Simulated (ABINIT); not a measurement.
# A GW chain in ABINIT: MgO (Periclase), part 3 of 3

How does a plane-wave GW calculation on MgO (Periclase) run from the first input to the gap?

ABINIT 10.8.3; PBE and many-body steps on it, plane waves. Known limits of the many-body steps: not at the basis limit.

So far. Step 4 (Empty states on the mesh, 6×6×6 mesh, 102 bands): On this mesh the gap is 4.733 eV. Step 5 (Screening, 6×6×6 mesh, 94 bands, screening to 217.7 eV): Local fields lower ε∞ by 7 %.

The database entry behind the starting cell differs from later determinations by our own check (about 0.1 % long), so it need not match the best structure at ambient conditions.

**6. Self-energy, 6×6×6 mesh, 94 bands, screening to 217.7 eV**

The self-energy is evaluated for the states that the input lists, and the levels follow from it, in one-shot runs by the linearised quasiparticle equation.

This step: G0W0 on PBE, plane waves, norm-conserving pseudopotentials.

Input file run.abi:

```
acell 3*1.0 Angstrom
rprim 
  -0.000000000000 2.108500000000 2.108500000000
  2.108500000000 0.000000000000 2.108500000000
  2.108500000000 2.108500000000 0.000000000000
ntypat 2
znucl 12 8
natom 2
typat 1 2
xred 
  0.000000000000 0.000000000000 0.000000000000
  0.500000000000 0.500000000000 0.500000000000
pp_dirpath "pseudos"
pseudos "Mg.upf, O.upf"
ecut 38
ngkpt 6 6 6
nshiftk 1
shiftk 0 0 0
kptopt 1
chksymbreak 0
istwfk *1
occopt 1
irdwfk 1
optdriver 4
nband 94
gwcalctyp 0
ecutsigx 38
symsigma 1
nkptgw 1
kptgw 
  0.0000000000 0.0000000000 0.0000000000
bdgw 
  6 12
ecuteps 8
irdscr 1
ppmodel 1
indata_prefix "in"
outdata_prefix "out"
tmpdata_prefix "tmp"
```

The run is started by

```console
$ OMP_NUM_THREADS=1 mpirun -n 8 abinit run.abi > log
```

Numbers of over 12 decimals in the logs are rounded to 6 here.

The program printed:

```text
.Version 10.8.3 of ABINIT. v10.8.2 released Aug 2026.

 Symmetries : space group Fm -3 m (#225); Bravais cF (face-center cubic)
[... echo of the input left out ...]
== DATASET  1 ==================================================================
-   mpi_nproc: 8, omp_nthreads: 1 (-1 if OMP is not activated)

--- !DatasetInfo
iteration_state: {dtset: 1, }
dimensions: {natom: 2, nkpt: 16, mband: 94, nsppol: 1, nspinor: 1, nspden: 1, mpw: 1430, }
cutoff_energies: {ecut:  38.0, pawecutdg:  -1.0, }
electrons: {nelect:   1.60000000E+01, charge:   0.00000000E+00, occopt:   1.00000000E+00, tsmear:   1.00000000E-02, }

 SIGMA: Calculation of the GW corrections

 Based on a program developped by R.W. Godby, V. Olevano, G. Onida, and L. Reining.
 Incorporated in ABINIT by V. Olevano, G.-M. Rignanese, and M. Torrent.
.Using double precision arithmetic ; gwpc =  8

[... cell and pseudopotentials left out ...]
--------------------------------------------------------------------------------

 ==== K-mesh for the wavefunctions ====
 Number of points in the irreducible wedge :    16
[... list of points left out ...]
 Together with 48 symmetry operations and time-reversal symmetry
 yields   216 points in the full Brillouin Zone.

 ==== Q-mesh for screening function ====
 Number of points in the irreducible wedge :    16
[... list of points left out ...]
 Together with 48 symmetry operations and time-reversal symmetry
 yields   216 points in the full Brillouin Zone.

 vcoul_init : cutoff-mode = AUXILIARY_FUNCTION
 q-points for optical limit:   1
     1)      0.000010    0.000020    0.000030
 setmesh: FFT mesh size selected  =    32x   32x   32
          total number of points  =        32768

 Number of electrons calculated from density =   16.0000; Expected =   16.0000
 average of density, n =  0.126466
 r_s =    1.2359
 omega_plasma =   34.3038 [eV]

 === KS Band Gaps ===
  >>>> For spin  1
   Minimum direct gap =   4.7331 [eV], located at k-point      :   0.0000  0.0000  0.0000
   Fundamental gap    =   4.7331 [eV], Top of valence bands at :   0.0000  0.0000  0.0000
                                       Bottom of conduction at :   0.0000  0.0000  0.0000
 SIGMA fundamental parameters:
 PLASMON POLE MODEL  1
 number of plane-waves for SigmaX                 1411
 number of plane-waves for SigmaC and W            137
 number of plane-waves for wavefunctions          1411
 number of bands                                    94
 number of independent spin polarizations            1
 number of spinorial components                      1
 number of k-points in IBZ                          16
 number of q-points in IBZ                          16
 number of symmetry operations                      48
 number of k-points in BZ                          216
 number of q-points in BZ                          216
 number of frequencies for dSigma/dE                 9
 frequency step for dSigma/dE [eV]                0.25
 number of omega for Sigma on real axis              0
 max omega for Sigma on real axis  [eV]           0.00
 zcut for avoiding poles [eV]                     0.10

 EPSILON^-1 parameters (SCR file):
 dimension of the eps^-1 matrix on file            137
 dimension of the eps^-1 matrix used               137
 number of plane-waves for wavefunctions          1411
 number of bands                                    94
 number of q-points in IBZ                          16
 number of frequencies                               2
 number of real frequencies                          1
 number of imag frequencies                          1

 matrix elements of self-energy operator (all in [eV])

 Perturbative Calculation

--- !SelfEnergy_ee
iteration_state: {dtset: 1, }
kpoint     : [   0.000,    0.000,    0.000, ]
spin       : 1
KS_gap     :    4.733
QP_gap     :    6.993
Delta_QP_KS:    2.260
data: !SigmaeeData |
     Band     E0 <VxcDFT>   SigX SigC(E0)      Z dSigC/dE  Sig(E)    E-E0       E
        6   4.693 -20.107 -25.567   3.797   0.807  -0.240 -21.448  -1.341   3.352
        7   4.693 -20.107 -25.567   3.797   0.807  -0.240 -21.448  -1.341   3.352
        8   4.693 -20.107 -25.567   3.797   0.807  -0.240 -21.448  -1.341   3.352
        9   9.426 -13.453  -8.885  -3.492   0.855  -0.170 -12.533   0.920  10.346
       10  20.632  -9.568  -3.679  -4.616   0.860  -0.163  -8.473   1.095  21.727
       11  20.632  -9.568  -3.679  -4.616   0.860  -0.163  -8.473   1.095  21.727
       12  20.632  -9.568  -3.679  -4.616   0.860  -0.163  -8.473   1.095  21.727

== END DATASET(S) ==============================================================
================================================================================

 -outvars: echo values of variables after computation  --------
           etotal      0.0000000000E+00
            nband          94
             nkpt          16
          spgroup         225
 [... the other variables as echoed above ...]

 Calculation completed.
```

It took 3.5 s on 8 MPI ranks of Arm Neoverse V1, shared host; peak memory 1 GiB; 27 s of CPU time.

Numbers from this step:

| Property | Result |
| --- | --- |
| G0W0 gap on the points computed | 6.994 eV |
| starting gap on the mesh | 4.733 eV |
| k of the valence top | 0, 0, 0 |
| k of the conduction bottom | 0, 0, 0 |
| Z at the valence top | 0.807 |
| Z at the conduction bottom | 0.855 |
| least direct G0W0 gap on the computed points | 6.994 eV |

The gap on the mesh goes from 4.73 eV to 6.99 eV, a correction of +2.26 eV.

Limits: finite bands, cutoff and mesh. v1 is the top filled band, c1 the lowest empty one. Levels before and after the correction, in eV, zero at the valence-band top of each column:

|  | conduction bottom | valence top |
| --- | --- | --- |
| Kohn-Sham | 4.73 | 0.00 |
| G0W0 | 6.99 | 0.00 |

|  | level | energy (eV) |
| --- | --- | --- |
| Kohn-Sham | Γ v3-v1 | 0.000 |
| Kohn-Sham | Γ c1 | 4.733 |
| Kohn-Sham | Γ c2-c4 | 15.939 |
| G0W0 | Γ v3-v1 | 0.000 |
| G0W0 | Γ c1 | 6.994 |
| G0W0 | Γ c2-c4 | 18.375 |

**7. Where the time went**

Times are wall times on 8 MPI ranks of Arm Neoverse V1, shared host, good to a factor of about two.

| step | time | share | memory (GiB) |
| --- | --- | --- | --- |
| ground state | 3.4 s | 7 % | 0.48 |
| bands along the symmetry lines | 2.9 s | 6 % | 0.07 |
| empty states on the mesh | 6.8 s | 13 % | 1.4 |
| screening | 34 s | 67 % | 1.2 |
| self-energy | 3.5 s | 7 % | 1.0 |

**8. Summary of results**

```yaml
pbe_gap: 4.73 eV, direct
g0w0_gap_on_the_mesh: 6.99 eV
gw_settings: 6×6×6 mesh, 94 bands, screening to 217.7 eV, Godby-Needs plasmon pole
known_limits: not at the basis limit
```

What this shows: G0W0 moves the gap on the mesh from 4.73 eV to 6.99 eV (+2.26 eV), with Z of 0.81 and 0.85 at the edges. Local fields lower the RPA ε∞ on this mesh from 3.26 to 3.04. Only 1 of the mesh's irreducible points was corrected, so a valley elsewhere could overtake. The dearest step here is «screening». Bands and cutoff are finite, so the gap is not at the basis limit. The miss can reach some tenths of an eV and take either sign; the mesh is an error of its own. In the G0W0 run levels were corrected at 1 k point alone, so a gap called «on the mesh» is the least over those, and an edge elsewhere would be missed.

[Paths, hosts, dates, memory and timing lines, banners, echoed tables and standing remarks are left out of the program output.]

[Logs are printed without paths, hosts, clocks, repeated set-up lines and the standing remarks that a program may print on its own settings, such as how far it seeks lower states.]

[Runs of the session that timed out or met a known fault of the program may be left out.]

[Hosts, paths, dates, database ids (printed as entryN), source tags and the programs' standing remarks are cut or masked in the printed files.]

[G0W0 gaps are taken among the corrected bands and points alone; a level outside them can change the order at an edge.]

[Where Ansatz stands beside ABINIT at settings called matched, ABINIT's density can come from a denser mesh and the files from another edition; pairs whose starting gaps differed by over 0.03 eV were left out, so agreement reads better than it is.]
